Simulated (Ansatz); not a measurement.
# Li2AlW2: relaxing a made-up structure

Starting from a made-up structure for Li2AlW2, the aim is the relaxed cell, its shortest contacts and, where a second run follows, its electronic structure.

Program: Ansatz 0.2.0. Level of theory: DFT, PBEsol, plane-wave PAW, files of the set soft_1, scalar-relativistic, no spin, cell and ions relaxed at zero pressure; PAW set soft_1, in the first sound run; inputs show where later runs differ. Results are calculated unless marked as measured.

**1. Set-up**

It takes space group C2/m (No. 12, monoclinic). Conventional cell: a = 13.844 Å, b = 4.366 Å, c = 3.087 Å, α = 90.00°, β = 90.36°, γ = 90.00°. W has 6 Li at 2.86 to 3.06 Å and 2 W at 3.09 Å and 4 Al at 3.12 to 3.15 Å nearest. Nearest to Al lie 2 Li at 2.68 Å and 2 Al at 3.09 Å and 8 W at 3.12 to 3.15 Å. Nearest to Li lie 1 Al at 2.68 Å and 4 Li at 2.69 to 3.09 Å and 6 W at 2.86 to 3.06 Å. Farther neighbours are not listed.

**2. Relaxation of the guess**

The guess takes its coordinates from another compound and its volume from a rule, so the cell and any free coordinates are relaxed together.

Input file input.yaml:

```yaml
crystal:
  lattice:
    - [6.922, -2.183, 0.0]
    - [6.922, 2.183, 0.0]
    - [-0.019396065, 0.0, 3.086939065]
  atoms:
    - { symbol: W, position: [0.618, 0.618, 0.4919] }
    - { symbol: W, position: [0.382, 0.382, 0.5081] }
    - { symbol: Al, position: [0.0, 0.0, 0.0] }
    - { symbol: Li, position: [0.1935, 0.1935, 0.9871] }
    - { symbol: Li, position: [0.8065, 0.8065, 0.0129] }
kpoints:
  mp_grid: { grid: [7, 7, 9] }
scf:
  occupations: { method: fermi_dirac, width: 0.05 }
hamiltonian:
  xc: pbesol
  pseudopotentials: { kind: paw, azcp: { folder: soft_1 }, xc_functional: pbe }
relax:
  f_tol: 0.015
  max_steps: 70
  cell: {}
output:
  forces: true
  stress: true
```

The run is started by

```sh
> ansatz run input.yaml --threads 4 --pin off --max-ram 8192MiB --backend cpu --events-out ev --progress --plain --runs-dir out
```

Numbers of over 12 decimals in the logs are rounded to 6 here.

The log of the run:

```text
Engine: ansatz 0.2.0, x86_64-unknown-linux-gnu
Pseudopotentials: kind: paw
Pseudopotential: W, paw, valence charge 14, recommended cutoff 420 eV (normal), soft_1/W.paw.azcp
Pseudopotential: Al, paw, valence charge 3, recommended cutoff 420 eV (normal), soft_1/Al.paw.azcp
Pseudopotential: Li, paw, valence charge 3, recommended cutoff 420 eV (normal), soft_1/Li.paw.azcp
Functional definition: PBEsol
  exchange = pbesol_x
  correlation = pbesol_c
Crystal: 5 atoms, lattice volume = 93.292 Å³
Basis set: ecut = 420 eV, 1795 PW (Γ), exchange–correlation on 100×100×48 points (8 copies of the dense FFT grid, shifted against one another)
Bands: 24, of which v1, the nominal top of the filled ones, is band 19 counted from 1 (18 counted from 0)
Symmetry: 4 space group operations
Space group: C2/m (ITA 12), of the structure as read, at distance tolerance 4.5e-5 Å
k-points: 128 of 441
Non-local potential: W, projectors of the file, l = 0: 3, l = 1: 2, l = 2: 2, l = 3: 1
Non-local potential: Al, projectors of the file, l = 0: 2, l = 1: 2, l = 2: 1
Non-local potential: Li, projectors of the file, l = 0: 3, l = 1: 2, l = 2: 1
PAW form: soft (Blöchl's): semilocal exchange-correlation on the pseudo side does not see the compensation charge
PAW frozen core: W, regenerated for the run's functional, and the local potential with it (the file was generated under x = pbe(κ = 0.804, μ = 0.219515), c = pbe(β = 0.066725))
PAW frozen core: Al, regenerated for the run's functional, and the local potential with it (the file was generated under x = pbe(κ = 0.804, μ = 0.219515), c = pbe(β = 0.066725))
PAW one-centre angular grid: W, 590 points (default); XC on 64 Gauss nodes
PAW one-centre angular grid: Al, 110 points (default); XC on 64 Gauss nodes
PAW one-centre angular grid: Li, 110 points (default); XC on 64 Gauss nodes
Initial density: superposition of atomic densities (chi_scale 0.1, normalization cell, long waves kept (reshape's long-wave potential 0.07 eV rms))
Initial wavefunctions: pseudopotential atomic-orbital guess
Functional: x = pbesol(κ = 0.804, μ = 0.123457), c = pbesol(β = 0.046)
SCF iter   1: F=—  HF=-21443.298701 eV  |F-HF|=—  |Δ(HF+E_count)|=         —  Δρ=7.10e-2  dr2=1.54e1  ethr=3.10e-3  ⟨swp⟩=6.1  Hψ=13078  notcnv=0
preconditioner: auto → Kerker (q_TF=auto, 2.339 Å⁻¹)  [metal: Δε(μ)=0.004 eV  Ē_g=3.783 eV  σ=0.050 eV  W_gap=0.02  n_scr=18 (ndim 8)  ℏωp=15.9 eV  f_vac=0.000  D(μ)=3.58/eV (n_scr^D=26)]
SCF iter   2: F=—  HF=-21440.990106 eV  |F-HF|=—  |Δ(HF+E_count)|=    2.31e0  Δρ=3.56e-2  dr2=4.59e0  ethr=3.10e-3  ⟨swp⟩=2.2  Hψ=5787  notcnv=0  defer=6
SCF iter   3: F=—  HF=-21440.120692 eV  |F-HF|=—  |Δ(HF+E_count)|=   8.69e-1  Δρ=8.24e-3  dr2=1.74e-1  ethr=3.10e-3  ⟨swp⟩=2.6  Hψ=5025  notcnv=0  defer=6
SCF iter   4: F=—  HF=-21440.082950 eV  |F-HF|=—  |Δ(HF+E_count)|=   3.77e-2  Δρ=3.89e-3  dr2=3.01e-2  ethr=4.69e-4  ⟨swp⟩=2.5  Hψ=5535  notcnv=0  defer=5
SCF iter   5: F=—  HF=-21440.076480 eV  |F-HF|=—  |Δ(HF+E_count)|=   6.47e-3  Δρ=7.30e-4  dr2=5.40e-4  ethr=8.13e-5  ⟨swp⟩=2.0  Hψ=4214  notcnv=0  defer=3
SCF iter   6: F=—  HF=-21440.076453 eV  |F-HF|=—  |Δ(HF+E_count)|=   2.71e-5  Δρ=2.48e-4  dr2=7.34e-5  ethr=1.46e-6  ⟨swp⟩=2.6  Hψ=4688  notcnv=0  defer=3
SCF iter   7: F=—  HF=-21440.076440 eV  |F-HF|=—  |Δ(HF+E_count)|=   1.30e-5  Δρ=2.95e-5  dr2=1.68e-6  ethr=1.98e-7  ⟨swp⟩=2.0  Hψ=3793  notcnv=0  defer=3
SCF iter   8: F=-21440.076439 eV  HF=-21440.076439 eV  |F-HF|=1.97e-8  |Δ(HF+E_count)|=   3.45e-7  Δρ=5.13e-6  dr2=3.49e-8  ethr=2.70e-10  ⟨swp⟩=2.5  Hψ=10326  notcnv=0
SCF 1 converged in 8 iterations: F = -21440.076439 eV  dr2 = 3.49e-8
  greatest PAW one-centre occupation: 1.000 electrons in one spin orbital (limit 2), on the Li atom at site 4 (counted from 0), in its partial waves of l = 0
relax step   1: F+E_penalty+E_count = -21440.07643941 eV  Δ(F+E_penalty+E_count) = +0.000e0 eV  max|allowed force component| = 2.688e0 eV/Å  Δτ_max = 0.0000 Å  P = -22.628 GPa  Ω = 93.292 Å³  (8 SCF iters, dr2 threshold 1.00e-7 eV, accepted)
Crystal: 5 atoms, lattice volume = 83.384 Å³
Basis set: ecut = 420 eV, 1613 PW (Γ), exchange–correlation on 100×100×48 points (8 copies of the dense FFT grid, shifted against one another)
Initial density: handed on by an earlier stage of this run
Initial wavefunctions: those handed on with the density
iter 1 solved again at ethr=1.53e-4 eV; its pass at ethr=3.10e-3 eV (dr2=5.65e-2 eV) is discarded
SCF iter   1: F=—  HF=-21442.400981 eV  |F-HF|=—  |Δ(HF+E_count)|=         —  Δρ=1.22e-2  dr2=5.75e-2  ethr=1.53e-4  ⟨swp⟩=1.0  Hψ=16348  notcnv=0
preconditioner: auto → Kerker (q_TF=auto, 2.383 Å⁻¹)  [metal: Δε(μ)=0.006 eV  Ē_g=4.004 eV  σ=0.050 eV  W_gap=0.03  n_scr=18 (ndim 8)  ℏωp=16.8 eV  f_vac=0.000  D(μ)=3.15/eV (n_scr^D=18)]
SCF iter   2: F=—  HF=-21442.390916 eV  |F-HF|=—  |Δ(HF+E_count)|=   1.01e-2  Δρ=6.81e-3  dr2=1.85e-2  ethr=1.53e-4  ⟨swp⟩=1.0  Hψ=3072  notcnv=0
SCF iter   3: F=—  HF=-21442.387242 eV  |F-HF|=—  |Δ(HF+E_count)|=   3.67e-3  Δρ=6.82e-4  dr2=5.54e-4  ethr=4.99e-5  ⟨swp⟩=2.5  Hψ=4559  notcnv=0
SCF iter   4: F=—  HF=-21442.387174 eV  |F-HF|=—  |Δ(HF+E_count)|=   6.86e-5  Δρ=1.24e-4  dr2=1.73e-5  ethr=1.50e-6  ⟨swp⟩=2.0  Hψ=3940  notcnv=0
SCF iter   5: F=—  HF=-21442.387166 eV  |F-HF|=—  |Δ(HF+E_count)|=   7.69e-6  Δρ=3.19e-5  dr2=1.30e-6  ethr=4.68e-8  ⟨swp⟩=2.6  Hψ=4749  notcnv=0
SCF iter   6: F=-21442.387166 eV  HF=-21442.387166 eV  |F-HF|=2.21e-8  |Δ(HF+E_count)|=   2.19e-7  Δρ=6.60e-6  dr2=5.28e-8  ethr=1.35e-9  ⟨swp⟩=4.0  Hψ=9142  notcnv=0
SCF 2 converged in 6 iterations: F = -21442.387166 eV  dr2 = 5.28e-8
relax step   2: F+E_penalty+E_count = -21442.38716563 eV  Δ(F+E_penalty+E_count) = -2.311e0 eV  max|allowed force component| = 2.823e0 eV/Å  Δτ_max = 0.1617 Å  P = -16.960 GPa  Ω = 83.384 Å³  energy of the carried Pulay correction = +1.511e-3 eV  (6 SCF iters, dr2 threshold 5.00e-7 eV, accepted)
Crystal: 5 atoms, lattice volume = 77.103 Å³
Basis set: ecut = 420 eV, 1503 PW (Γ), exchange–correlation on 100×100×48 points (8 copies of the dense FFT grid, shifted against one another)
iter 1 solved again at ethr=9.63e-4 eV; its pass at ethr=3.10e-3 eV (dr2=3.56e-1 eV) is discarded
SCF iter   1: F=—  HF=-21443.635316 eV  |F-HF|=—  |Δ(HF+E_count)|=         —  Δρ=1.85e-2  dr2=3.62e-1  ethr=9.63e-4  ⟨swp⟩=1.0  Hψ=16508  notcnv=0
preconditioner: auto → Kerker (q_TF=auto, 2.414 Å⁻¹)  [metal: Δε(μ)=0.009 eV  Ē_g=4.795 eV  σ=0.050 eV  W_gap=0.05  n_scr=14 (ndim 8)  ℏωp=17.4 eV  f_vac=0.000  D(μ)=3.16/eV (n_scr^D=22)]
[...]
relax step   6: F+E_penalty+E_count = -21443.80942640 eV  Δ(F+E_penalty+E_count) = -8.318e-3 eV  max|allowed force component| = 9.919e-2 eV/Å  Δτ_max = 0.0269 Å  P = +0.209 GPa  Ω = 74.925 Å³  energy of the carried Pulay correction = +2.943e-3 eV  (6 SCF iters, dr2 threshold 5.00e-7 eV, accepted)
relax step   7: F+E_penalty+E_count = -21443.82247014 eV  Δ(F+E_penalty+E_count) = -1.304e-2 eV  max|allowed force component| = 2.380e-1 eV/Å  Δτ_max = 0.1163 Å  P = -0.639 GPa  Ω = 75.551 Å³  energy of the carried Pulay correction = +2.832e-3 eV  (6 SCF iters, dr2 threshold 5.00e-7 eV, accepted)
relax step   8: F+E_penalty+E_count = -21443.82740586 eV  Δ(F+E_penalty+E_count) = -4.936e-3 eV  max|allowed force component| = 6.766e-2 eV/Å  Δτ_max = 0.0415 Å  P = -0.204 GPa  Ω = 75.430 Å³  energy of the carried Pulay correction = +2.853e-3 eV  (6 SCF iters, dr2 threshold 5.00e-7 eV, accepted)
relax step   9: F+E_penalty+E_count = -21443.83115283 eV  Δ(F+E_penalty+E_count) = -3.747e-3 eV  max|allowed force component| = 2.104e-2 eV/Å  Δτ_max = 0.0515 Å  P = -0.185 GPa  Ω = 75.450 Å³  energy of the carried Pulay correction = +2.850e-3 eV  (6 SCF iters, dr2 threshold 2.86e-7 eV, accepted)
relax step  10: F+E_penalty+E_count = -21443.83233104 eV  Δ(F+E_penalty+E_count) = -1.178e-3 eV  max|allowed force component| = 1.529e-2 eV/Å  Δτ_max = 0.0523 Å  P = +0.048 GPa  Ω = 75.378 Å³  energy of the carried Pulay correction = +2.863e-3 eV  (6 SCF iters, dr2 threshold 1.83e-7 eV, accepted)
relax step  11: F+E_penalty+E_count = -21443.83247338 eV  Δ(F+E_penalty+E_count) = -1.423e-4 eV  max|allowed force component| = 2.058e-3 eV/Å  Δτ_max = 0.0050 Å  P = -0.017 GPa  Ω = 75.460 Å³  energy of the carried Pulay correction = +2.848e-3 eV  (6 SCF iters, dr2 threshold 9.00e-8 eV, accepted)
relax step  12: F+E_penalty+E_count = -21443.83248905 eV  Δ(F+E_penalty+E_count) = -1.566e-5 eV  max|allowed force component| = 3.213e-3 eV/Å  Δτ_max = 0.0013 Å  P = -0.020 GPa  Ω = 75.436 Å³  energy of the carried Pulay correction = +2.852e-3 eV  (6 SCF iters, dr2 threshold 7.46e-9 eV, accepted)
relax step  13: F+E_penalty+E_count = -21443.83065649 eV  Δ(F+E_penalty+E_count) = +1.833e-3 eV  max|allowed force component| = 2.846e-3 eV/Å  Δτ_max = 0.0000 Å  P = -0.032 GPa  Ω = 75.436 Å³  stress off target by 5.43e-2 GPa  SCF on the basis re-selected at this cell (its energy is not comparable with the rows above)  (6 SCF iters)
relax step  14: F+E_penalty+E_count = -21443.83066728 eV  Δ(F+E_penalty+E_count) = -1.079e-5 eV  max|allowed force component| = 1.349e-3 eV/Å  Δτ_max = 0.0007 Å  P = +0.014 GPa  Ω = 75.405 Å³  energy of the carried Pulay correction = +6.951e-6 eV  (6 SCF iters, dr2 threshold 7.37e-9 eV, accepted)
iter 1 solved again at ethr=1.25e-7 eV; its pass at ethr=3.10e-3 eV (dr2=4.64e-5 eV) is discarded
SCF iter   1: F=—  HF=-21443.830662 eV  |F-HF|=—  |Δ(HF+E_count)|=         —  Δρ=8.78e-7  dr2=1.76e-10  ethr=1.25e-7  ⟨swp⟩=2.7  Hψ=20735  notcnv=0
eigensolver tolerance schedule: the retry pair's looser diagonalisation over-reported the residual by 264282.41 of it (diagonalisation noise at an unbounded share of the residual, at the tolerance the schedule requests for it); recorded, not acted on — ethr = c·dr2/N_el stays at c = 1.0e-1
SCF iter   2: F=—  HF=-21443.830661 eV  |F-HF|=—  |Δ(HF+E_count)|=   2.87e-7  Δρ=3.92e-7  dr2=2.74e-11  ethr=1.00e-12  ⟨swp⟩=3.1  Hψ=7226  notcnv=0
iter 3 did not close the SCF: its close was put off for the readings that it lacked (scf_convergence_deferred on its scf_iter line)
SCF iter   3: F=-21443.830661 eV  HF=-21443.830661 eV  |F-HF|=1.09e-11  |Δ(HF+E_count)|=  1.09e-11  Δρ=2.44e-7  dr2=1.15e-11  ethr=1.00e-12  ⟨swp⟩=1.0  Hψ=3072  notcnv=0
iter 4 did not close the SCF: its close was put off for the readings that it lacked (scf_convergence_deferred on its scf_iter line)
SCF iter   4: F=-21443.830661 eV  HF=-21443.830661 eV  |F-HF|=3.64e-12  |Δ(HF+E_count)|=  1.46e-11  Δρ=2.30e-8  dr2=4.17e-13  ethr=1.00e-12  ⟨swp⟩=1.0  Hψ=3072  notcnv=0
iter 5 did not close the SCF: its close was put off for the readings that it lacked (scf_convergence_deferred on its scf_iter line)
SCF iter   5: F=-21443.830661 eV  HF=-21443.830661 eV  |F-HF|=1.46e-11  |Δ(HF+E_count)|=  3.64e-12  Δρ=9.96e-9  dr2=7.62e-14  ethr=1.00e-12  ⟨swp⟩=1.0  Hψ=3072  notcnv=0
iter 6 did not close the SCF: its close was put off for the readings that it lacked (scf_convergence_deferred on its scf_iter line)
SCF iter   6: F=-21443.830661 eV  HF=-21443.830661 eV  |F-HF|=7.28e-12  |Δ(HF+E_count)|=  7.28e-12  Δρ=3.82e-9  dr2=7.32e-15  ethr=1.00e-12  ⟨swp⟩=1.0  Hψ=3072  notcnv=0
SCF iter   7: F=-21443.830661 eV  HF=-21443.830661 eV  |F-HF|=0.00e0  |Δ(HF+E_count)|=  7.28e-12  Δρ=1.67e-9  dr2=1.37e-15  ethr=1.00e-12  ⟨swp⟩=1.0  Hψ=6656  notcnv=0
SCF 15 converged in 7 iterations: F = -21443.830661 eV  dr2 = 1.37e-15
relax step  15: F+E_penalty+E_count = -21443.83066122 eV  Δ(F+E_penalty+E_count) = +6.055e-6 eV  max|allowed force component| = 1.351e-3 eV/Å  Δτ_max = 0.0000 Å  P = +0.014 GPa  Ω = 75.405 Å³  stress off target by 1.70e-2 GPa  SCF on the basis re-selected at this cell (its energy is not comparable with the rows above)  (7 SCF iters)
basis re-selected at this cell: Δ(F+E_penalty+E_count) = +6.055e-6 eV, ΔP = -0.000 GPa vs the last step (what re-selecting the basis moved, of the pressure what is left beyond the Pulay correction that the steps carried, after the strain that the cell walked since its last selection, with what the two solves' SCF thresholds leave and, on support functions, any second-order correction that the steps lacked; it is no m [...]
SCF converged after 7 iterations
Free energy (F): -21443.830661 eV
Harris-Foulkes:  -21443.830661 eV  (|F-HF|=0.00e0)
Internal energy: -21443.805306 eV  (E = F + TS)
E sigma→0 (E₀):  -21443.817984 eV
Entropy (-TS):   -0.025355 eV (-5.071 meV/atom)
Fermi energy:    11.383564 eV
--- Per-component energies (eV) ---
  E_band       = -550.085491
  E_kinetic    = 902.663796
  E_local      = -2595.073717  (includes V_loc(G=0)·N_el)
  E_nonlocal   = -71.952236
  E_hartree    = 1047.057700
  E_xc         = -586.016732
  E_vxc        = -513.404976  (∫ρ·V_xc dr)
  E_paw        = -17405.332674  (= ΣΔE_a)
  E_vpaw       = -366.434572  (= ΣTr[D̂ρ^β])
  E_aug_tail   = 0.000814  (compensation charges beyond the density's cutoff)
  E_ewald      = -2735.615112
  E_core_change = 0.462855  (= ΣΔE_core)
  E_smearing   = -0.025355  (= −TS)
  E_closure    = 0.000000  (closes the sum)
  Σ components = -21443.830661   (vs F -21443.830661, Δ=0.00e0)
--- Forces (eV/Å), atoms counted from 1 ---
  atom   1  W      0.00135077    -0.00000000    -0.00044629
  atom   2  W     -0.00135077     0.00000000     0.00044629
  atom   3  Al     0.00000000     0.00000000     0.00000000
  atom   4  Li     0.00073231    -0.00000000    -0.00001047
  atom   5  Li    -0.00073231     0.00000000     0.00001047
  max |Σ_I F_I| component: 2.17e-19 eV/Å
--- Stress (GPa, compression-positive) ---
        0.013702       0.000000      -0.001900
        0.000000       0.012157       0.000000
       -0.001900       0.000000       0.015900
  P = ⅓ Tr σ = 0.0139 GPa (0.139 kbar)
--- Relaxed structure (13 steps of the walk, 13 accepted, 2 SCFs on fresh bases) ---
  F+E_penalty+E_count = -21443.83066122 eV   max|allowed force component| = 1.351e-3 eV/Å   (the final SCF, on the basis selected at the relaxed cell)
  cell:  # Å, volume = 75.4053 Å³
    - [6.526692, -2.179688, 0.024027]
    - [6.526692, 2.179688, 0.024027]
    - [-0.00757342, 0.0, 2.650207]
  atoms:
    - { symbol: W, position: [0.593159, 0.593159, 0.433358] }
    - { symbol: W, position: [0.406841, 0.406841, 0.566642] }
    - { symbol: Al, position: [-6.592646674665827e-19, -6.592646674665827e-19, -4.495646825414242e-19] }
    - { symbol: Li, position: [0.202808, 0.202808, 0.913889] }
    - { symbol: Li, position: [0.797192, 0.797192, 0.086111] }
```

Run time: 39 s. Hardware: 4 threads of Intel Xeon Platinum 8375C at 2.90GHz (Ice Lake), shared host; peak memory 0.66 GiB; 2.5 min of CPU time.

The steps of the relaxation:

| step | energy less that of the first step (eV) | largest force component (eV/Å) | pressure (GPa) | volume (Å³) |
| --- | --- | --- | --- | --- |
| 1 | 0.0000 | 2.6876 | -22.63 | 93.29 |
| 2 | -2.3107 | 2.8226 | -16.96 | 83.38 |
| 3 | -3.4890 | 0.5702 | -2.01 | 77.10 |
| 4 | -3.7156 | 0.1486 | -0.53 | 74.98 |
| 5 | -3.7247 | 0.1948 | 1.26 | 74.51 |
| 6 | -3.7330 | 0.0992 | 0.21 | 74.92 |
| 7 | -3.7460 | 0.2380 | -0.64 | 75.55 |
| 8 | -3.7510 | 0.0677 | -0.20 | 75.43 |
| 9 | -3.7547 | 0.0210 | -0.19 | 75.45 |
| 10 | -3.7559 | 0.0153 | 0.05 | 75.38 |
| 11 | -3.7560 | 0.0021 | -0.02 | 75.46 |
| 12 | -3.7560 | 0.0032 | -0.02 | 75.44 |
| 13* | -3.7542 | 0.0028 | -0.03 | 75.44 |
| 14 | -3.7542 | 0.0013 | 0.01 | 75.41 |
| 15* | -3.7542 | 0.0014 | 0.01 | 75.41 |

Relaxation steps marked * repeat the geometry before them on a plane-wave basis chosen anew for their cell, so energy and pressure can jump there.

The run keeps the 4 symmetry operations that it works with, so distortions that break them were not tested.

| cell as run | before | after | change |
| --- | --- | --- | --- |
| a (Å) | 7.258 | 6.881 | -5.2 % |
| b (Å) | 7.258 | 6.881 | -5.2 % |
| c (Å) | 3.087 | 2.650 | -14.1 % |
| α (°) | 90.34 | 89.96 | -0.4 % |
| β (°) | 90.34 | 89.96 | -0.4 % |
| γ (°) | 35.01 | 36.93 | +5.5 % |
| volume (Å³/atom) | 18.66 | 15.08 | -19.2 % |

The atoms that moved most (Å, as changes of fractional coordinates times the final cell):

| atom | dx | dy | dz | length |
| --- | --- | --- | --- | --- |
| W1 | -0.324 | 0.000 | -0.156 | 0.360 |
| W2 | 0.324 | 0.000 | 0.156 | 0.360 |
| Li4 | 0.122 | 0.000 | -0.194 | 0.229 |
| Li5 | -0.122 | 0.000 | 0.194 | 0.229 |

The relaxed structure:

```xyz
5
Lattice="6.5267 -2.1797 0.0240 6.5267 2.1797 0.0240 -0.0076 0.0000 2.6502" Properties=species:S:1:pos:R:3 pbc="T T T"
W     7.7394    0.0000    1.1770
W     5.3064    0.0000    1.5213
Al    0.0000    0.0000    0.0000
Li    2.6404    0.0000    2.4317
Li   10.4054    0.0000    0.2665
```

This step gave:

```yaml
free_energy: -21443.8307 eV
energy_at_zero_smearing: -21443.8180 eV
smearing_term_ts: 0.02535 eV
fermi_energy: 11.38 eV
electrons: 37
symmetry_operations: 4
pressure: 0.01392 GPa
```

Shortest distances by pair of elements, guess and relaxed (not always the same contact):

| pair | guess (Å) | relaxed (Å) |
| --- | --- | --- |
| W–W | 3.087 | 2.457 |
| Li–Li | 2.687 | 2.545 |
| Al–Al | 3.087 | 2.650 |
| Al–Li | 2.679 | 2.657 |
| Al–W | 3.116 | 2.748 |

The relaxation ends with a largest force component of 0.0014 eV/Å and a pressure of 0.01 GPa.

[end of part 1 of 2]

[Logs are printed without paths, hosts, clocks, repeated set-up lines and the standing remarks that a program may print on its own settings, such as how far it seeks lower states.]

[Hosts, paths, dates, database ids (printed as entryN), source tags and the programs' standing remarks are cut or masked in the printed files.]
